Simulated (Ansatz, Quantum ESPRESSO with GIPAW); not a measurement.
# C2H8IN: from the crystal structure to its NMR spectrum, part 2 of 2

The task is to compute NMR shifts of C2H8IN site by site and to simulate its spectra.

Quantum ESPRESSO with GIPAW; PBEsol.

So far. Step 3 (Shieldings): In this run the largest span among the lighter atoms is that of C (site symmetry 1), with principal values 110.4, 118.8 and 164.9 ppm.

## (4) Quadrupolar couplings

Level of this step: DFT, PBEsol, plane-wave PAW, default files, scalar-relativistic, field gradients (Ansatz).

2H, 14N and 127I have a quadrupole moment, which couples to the field gradient and broadens the lines. The gradient is a property of the ground-state density and needs no response; it is taken from a second code that counts the whole PAW charge. C_Q = eQV_zz/h, with Q = 0.00285783 barn for 2H, 0.02044 barn for 14N, -0.68822 barn for 127I.

This step: DFT, PBEsol, plane-wave PAW, default files (PAW set soft_2), scalar-relativistic, field gradients (Ansatz 0.2.0), on the same atoms.

Input file input.yaml:

```yaml
crystal:
  lattice:
    - [5.546268, -5.030793, 0.0]
    - [5.546268, 5.030793, 0.0]
    - [-1.907084, 0.0, 5.209561]
  atoms:
    - { symbol: I, position: [0.782758994, 0.782758994, 0.0529162311] }
    - { symbol: I, position: [0.217241006, 0.217241006, 0.9470837689] }
    - { symbol: "N", position: [0.7901055294, 0.2098944706, 0.5] }
    - { symbol: "N", position: [0.2098944706, 0.7901055294, 0.5] }
    - { symbol: C, position: [0.2230781909, 0.6406555133, 0.635107522] }
    - { symbol: C, position: [0.6406555133, 0.2230781909, 0.635107522] }
    - { symbol: C, position: [0.7769218091, 0.3593444867, 0.364892478] }
    - { symbol: C, position: [0.3593444867, 0.7769218091, 0.364892478] }
    - { symbol: H, position: [0.1121741808, 0.6617615088, 0.7381962892] }
    - { symbol: H, position: [0.6617615088, 0.1121741808, 0.7381962892] }
    - { symbol: H, position: [0.8878258192, 0.3382384912, 0.2618037108] }
    - { symbol: H, position: [0.3382384912, 0.8878258192, 0.2618037108] }
    - { symbol: H, position: [0.209938299, 0.5070514368, 0.4926473354] }
    - { symbol: H, position: [0.5070514368, 0.209938299, 0.4926473354] }
    - { symbol: H, position: [0.790061701, 0.4929485632, 0.5073526646] }
    - { symbol: H, position: [0.4929485632, 0.790061701, 0.5073526646] }
    - { symbol: H, position: [0.3590402016, 0.6451947914, 0.771662932] }
    - { symbol: H, position: [0.6451947914, 0.3590402016, 0.771662932] }
    - { symbol: H, position: [0.6409597984, 0.3548052086, 0.228337068] }
    - { symbol: H, position: [0.3548052086, 0.6409597984, 0.228337068] }
    - { symbol: H, position: [0.0801246999, 0.7865948057, 0.3658728342] }
    - { symbol: H, position: [0.7865948057, 0.0801246999, 0.3658728342] }
    - { symbol: H, position: [0.9198753001, 0.2134051943, 0.6341271658] }
    - { symbol: H, position: [0.2134051943, 0.9198753001, 0.6341271658] }
kpoints:
  mp_grid: { grid: [3, 3, 4] }
scf:
  occupations: { method: fixed }
hamiltonian:
  xc: pbesol
  pseudopotentials: { kind: paw, frozen_core: stored }
output:
  forces: false
  stress: false
  efg:
    quadrupole_moments_barn: { I: -0.68822, "N": 0.02044, H: 0.00285783 }
  write_density: true
  write_potential: true
  elf: true
  volumetric_format: npy
```

Command:

```console
$ ansatz run input.yaml --threads 4 --pin off --max-ram 16384MiB --backend cpu --events-out ev --progress --plain --runs-dir out
```

What it wrote:

```text
[... set-up, SCF cycles and energies left out ...]
--- PAW observables at the nuclei: V_zz in 10²¹ V/m², potentials from the cell's mean, atoms counted from 1 ---
  atom   1  I  V_zz =    -9.814313   η = 0.7833   by run symmetry: allowed   C_q = +163.3208 MHz
  atom   2  I  V_zz =    -9.814313   η = 0.7833   by run symmetry: allowed   C_q = +163.3208 MHz
  atom   3  N  V_zz =    +2.152444   η = 0.9682   by run symmetry: allowed   C_q = +1.0638 MHz
  atom   4  N  V_zz =    +2.152444   η = 0.9682   by run symmetry: allowed   C_q = +1.0638 MHz
  atom   5  C  V_zz =    +3.854178   η = 0.0190   by run symmetry: allowed
  atom   6  C  V_zz =    +3.854178   η = 0.0190   by run symmetry: allowed
  atom   7  C  V_zz =    +3.854178   η = 0.0190   by run symmetry: allowed
  atom   8  C  V_zz =    +3.854178   η = 0.0190   by run symmetry: allowed
  atom   9  H  V_zz =    +2.584980   η = 0.0666   by run symmetry: allowed   C_q = +0.1786 MHz
  atom  10  H  V_zz =    +2.584980   η = 0.0666   by run symmetry: allowed   C_q = +0.1786 MHz
  atom  11  H  V_zz =    +2.584980   η = 0.0666   by run symmetry: allowed   C_q = +0.1786 MHz
  atom  12  H  V_zz =    +2.584980   η = 0.0666   by run symmetry: allowed   C_q = +0.1786 MHz
  atom  13  H  V_zz =    +2.588360   η = 0.0638   by run symmetry: allowed   C_q = +0.1789 MHz
  atom  14  H  V_zz =    +2.588360   η = 0.0638   by run symmetry: allowed   C_q = +0.1789 MHz
  atom  15  H  V_zz =    +2.588360   η = 0.0638   by run symmetry: allowed   C_q = +0.1789 MHz
  atom  16  H  V_zz =    +2.588360   η = 0.0638   by run symmetry: allowed   C_q = +0.1789 MHz
  atom  17  H  V_zz =    +2.594830   η = 0.0702   by run symmetry: allowed   C_q = +0.1793 MHz
  atom  18  H  V_zz =    +2.594830   η = 0.0702   by run symmetry: allowed   C_q = +0.1793 MHz
  atom  19  H  V_zz =    +2.594830   η = 0.0702   by run symmetry: allowed   C_q = +0.1793 MHz
  atom  20  H  V_zz =    +2.594830   η = 0.0702   by run symmetry: allowed   C_q = +0.1793 MHz
  atom  21  H  V_zz =    +2.303895   η = 0.0230   by run symmetry: allowed   C_q = +0.1592 MHz
  atom  22  H  V_zz =    +2.303895   η = 0.0230   by run symmetry: allowed   C_q = +0.1592 MHz
  atom  23  H  V_zz =    +2.303895   η = 0.0230   by run symmetry: allowed   C_q = +0.1592 MHz
  atom  24  H  V_zz =    +2.303895   η = 0.0230   by run symmetry: allowed   C_q = +0.1592 MHz
--- Band table (eV; the first three rows and the last of 14) ---
  k-point 0: bands = ["-42.0935", "-42.0935", "-42.0934", "-42.0934", "-42.0711", "-42.0711", "-42.0571", "-42.0571", "-42.0537", "-42.0537", "-18.7687", "-18.7455", "-12.2545", "-12.1997", "-11.0026", "-10.8327", "-9.9153", "-9.9076", "-8.2258", "-8.1134", "-7.0343", "-6.9517", "-5.9362", "-5.8124", "-4.4372", "-4.1218", "-4.0684", "-3.8561", "-3.6766", "-3.6516", "-3.4033", "-3.3489", "-0.2119", "-0.0218", "0.0183", "0.2262", "0.2858", "0.4808", "4.8138", "6.0209", "6.2558", "6.4306", "6.8834", "7.0987", "7.4988", "7.7464", "7.8653", "8.0660", "8.1985", "8.2352", "8.4766", "8.6655", "8.9844", "9.0558", "9.0892", "9.6004", "9.7020", "9.8938", "9.9736", "10.0093", "10.0390", "10.6799"]
  k-point 1: bands = ["-42.0935", "-42.0935", "-42.0934", "-42.0934", "-42.0711", "-42.0711", "-42.0571", "-42.0571", "-42.0537", "-42.0537", "-18.7651", "-18.7426", "-12.2994", "-12.2497", "-10.9892", "-10.7898", "-9.9768", "-9.7977", "-8.2385", "-8.0666", "-7.0181", "-6.8756", "-6.0127", "-5.8677", "-4.3169", "-4.0881", "-4.0296", "-3.8688", "-3.7281", "-3.7015", "-3.5724", "-3.4406", "-0.1369", "-0.1232", "0.1013", "0.2357", "0.3622", "0.4111", "5.3107", "6.3394", "6.3532", "6.5787", "6.7755", "6.8554", "7.2542", "7.3026", "7.7360", "7.8621", "7.9202", "8.3738", "8.5152", "8.7587", "8.8972", "9.0308", "9.5459", "9.6624", "9.7801", "9.9438", "10.4378", "10.4799", "10.7911", "10.9532"]
  k-point 2: bands = ["-42.0935", "-42.0935", "-42.0934", "-42.0934", "-42.0711", "-42.0711", "-42.0571", "-42.0571", "-42.0537", "-42.0537", "-18.7616", "-18.7398", "-12.3421", "-12.2968", "-10.9786", "-10.7489", "-10.0052", "-9.7179", "-8.2488", "-8.0184", "-7.0057", "-6.8023", "-6.0827", "-5.9237", "-4.1517", "-4.0547", "-4.0218", "-3.9469", "-3.7740", "-3.7655", "-3.6086", "-3.5879", "-0.1917", "-0.1261", "0.1315", "0.2793", "0.3574", "0.4586", "5.7365", "6.3751", "6.6103", "6.8089", "6.8201", "6.9603", "7.0835", "7.1182", "7.1212", "7.6514", "8.2027", "8.2060", "8.6417", "9.0097", "9.0304", "9.0492", "9.6868", "9.9391", "9.9467", "10.0310", "10.0957", "10.3242", "10.5028", "11.0150"]
  k-point 13: bands = ["-42.0935", "-42.0935", "-42.0934", "-42.0934", "-42.0711", "-42.0711", "-42.0571", "-42.0571", "-42.0537", "-42.0537", "-18.7560", "-18.7454", "-12.3670", "-12.2719", "-10.8919", "-10.8361", "-9.9474", "-9.7520", "-8.2591", "-8.1233", "-6.9663", "-6.8578", "-6.0613", "-5.9261", "-4.1110", "-4.0389", "-3.8526", "-3.8350", "-3.7938", "-3.7901", "-3.6492", "-3.4963", "-0.1962", "-0.0351", "0.0404", "0.1128", "0.1546", "0.3748", "5.5431", "5.8619", "6.1888", "6.3164", "7.0221", "7.2712", "7.3479", "7.7510", "7.7816", "7.8743", "8.1960", "8.3263", "8.7565", "8.7845", "9.1254", "9.4154", "9.6319", "9.7875", "10.0222", "10.0627", "10.2060", "10.6985", "10.7184", "11.0024"]

[the lines on potentials at the nuclei are left out]
```

It took 7.5 s on 4 threads of Arm Neoverse V1, shared host; peak memory 0.78 GiB.

The coupling of 127I on I (spin 5/2, C_Q 163.32 MHz) is strong: ν_Q = 3C_Q/[2I(2I−1)] reaches 30 % of the Zeeman splitting at 9.4 T. Second-order theory fails there; such lines are recorded static at high field, or by NQR.

## (5) Sites, surroundings and shifts

Spectra are read against a reference compound, and shifts rise as shieldings fall. A slope other than one corrects for the functional's tendency to overstate or understate differences of shielding. For ¹H and ⁷Li, with little paramagnetic shielding, slope and scatter come mostly from geometry, vibration and the shape term.

Reference lines, from the same functional and files: 13C: δ = (162.2 − σ), zero at TMS, fitted to 6 measured values, from C, KHCO3, Li2CO3, MgCO3, Na2CO3 and SiC, with a scatter of 0.77 ppm r.m.s., on σ without the shape term; 1H: δ = (29.71 − σ) / 1.204, zero at TMS, fitted to 11 measured values, from Ca(BH4)2, Ca(OH)2, CsH2PO4, LiBH4, LiH, MgH2, NaH, NaOH and NH4H2PO4, with a scatter of 0.61 ppm r.m.s., with σ taken with the shape term of a sphere (6.7 ppm here). Kinds of site that fitted badly were split off after the misses were seen, so the scatter is that of the points kept.

Covalently bonded atoms count as neighbours within 1.18 times the sum of their radii. Otherwise a cation's neighbours lie within 1.2 times its shortest bond (1.3 for large cations, each anion's radius taken off where they differ), and an anion's are the cations that count it.

| site | atom no. | atoms in cell | surroundings | bonds (Å) | δ_iso (ppm) | C_Q (MHz) | η_Q |
| --- | --- | --- | --- | --- | --- | --- | --- |
| I | 1 | 2 | accepts 2 H bonds | 2.448 | - | 163.3 | 0.78 |
| N | 3 | 2 | bound to 2 C and 2 H | 1.06 to 1.48 | - | 1.06 | 0.97 |
| C | 5 | 4 | CNH3 | 1.10 to 1.48 | 30.9 | - | - |
| H(1) | 9 | 4 | bound to C | 1.101 | 2.72 | 0.179 | 0.07 |
| H(2) | 13 | 4 | bound to C | 1.101 | 2.34 | 0.179 | 0.06 |
| H(3) | 17 | 4 | bound to C | 1.101 | 2.10 | 0.179 | 0.07 |
| H(4) | 21 | 4 | bound to N | 1.061 | 7.52 | 0.159 | 0.02 |

The 4 H sites spread over 6.52 ppm in shielding, from H(4) (least shielded) to H(3).

Simulated spectrum: 13C MAS at 12.5 kHz, 23.5 T (251.6 MHz), lines broadened by 0.8 ppm; rigid lattice, with dipolar and J couplings left out. Lines over 1.5 % of the strongest (ppm: area): 80.5: 0.03, 30.9: 1.00, -18.8: 0.03. Spinning sidebands lie 49.7 ppm apart.

Simulated spectrum: 1H MAS at 25 kHz, 16.4 T (698.3 MHz), lines broadened by 0.5 ppm; rigid lattice, with dipolar and J couplings left out. Its lines over 1.5 % of the strongest:

| δ (ppm) | area |
| --- | --- |
| 7.52 | 0.48 |
| 2.72 | 0.50 |
| 2.22 | 1.00 |

At this broadening the 4 sites give 2 resolved isotropic lines.

## (6) Summary of results

* 13C shift: 30.9 ppm
* 1H shift: 7.52, 2.72, 2.34, 2.10 ppm
* 2H size of C_Q: 0.159, 0.179, 0.179, 0.179 MHz
* 15N shielding without shape term: 175.2 ppm
* 14N size of C_Q: 1.06 MHz
* 127I shielding without shape term: 4876 ppm
* 127I size of C_Q: 163.32 MHz

**Reading.** 13C has one site (CNH3), with isotropic shift 30.9 ppm. 1H has 4 sites, in the ratio 1:1:1:1: H(4) (bound to N) at a shift of 7.52, H(1) (bound to C) at a shift of 2.72, H(2) (bound to C) at a shift of 2.34 and H(3) (bound to C) at a shift of 2.10 ppm. The closest two lie 0.24 ppm apart, less than the scatter of the reference line; errors within one crystal cancel in part, but their order is not certain. No sound run at another cutoff or mesh is at hand, so convergence rests on the f-sum rule and on experience with these files. Spin-orbit coupling is missing, which matters for I and for the light atoms bound to such centres; it can also move field gradients at such atoms, by some per cent and up to a factor of two. The scalar-relativistic files are used with non-relativistic response operators, which weighs most on the heavy atoms' own shieldings. Hydrogen's values are less sure: spans of ¹H carry errors of some ppm on PAW files, the bulk susceptibility matters on its narrow scale, and it is treated as a fixed classical nucleus at 0 K. Groups such as CNH3 often reorient fast at room temperature, which averages anisotropies and couplings that this rigid-lattice calculation keeps whole. This build of gipaw.x prints that it is not audited and that its numbers are no references by themselves. It also reports spline_ps as false although the input sets it; why was not traced. The field gradients use PAW files made for PBE. Without spin-orbit coupling, gradients at and beside the heavy atoms are unsure.

[Banner, clock, file and message-heading lines were taken out of the pw.x and gipaw.x logs.]

[Logs are printed without paths, hosts, clocks, repeated set-up lines and the standing remarks that a program may print on its own settings, such as how far it seeks lower states.]

[Hosts, paths, dates, database ids (printed as entryN), source tags and the programs' standing remarks are cut or masked in the printed files.]

[Where no reference line passes its bar on scatter, no shift is given, so a measured shift of this compound may stand uncompared.]
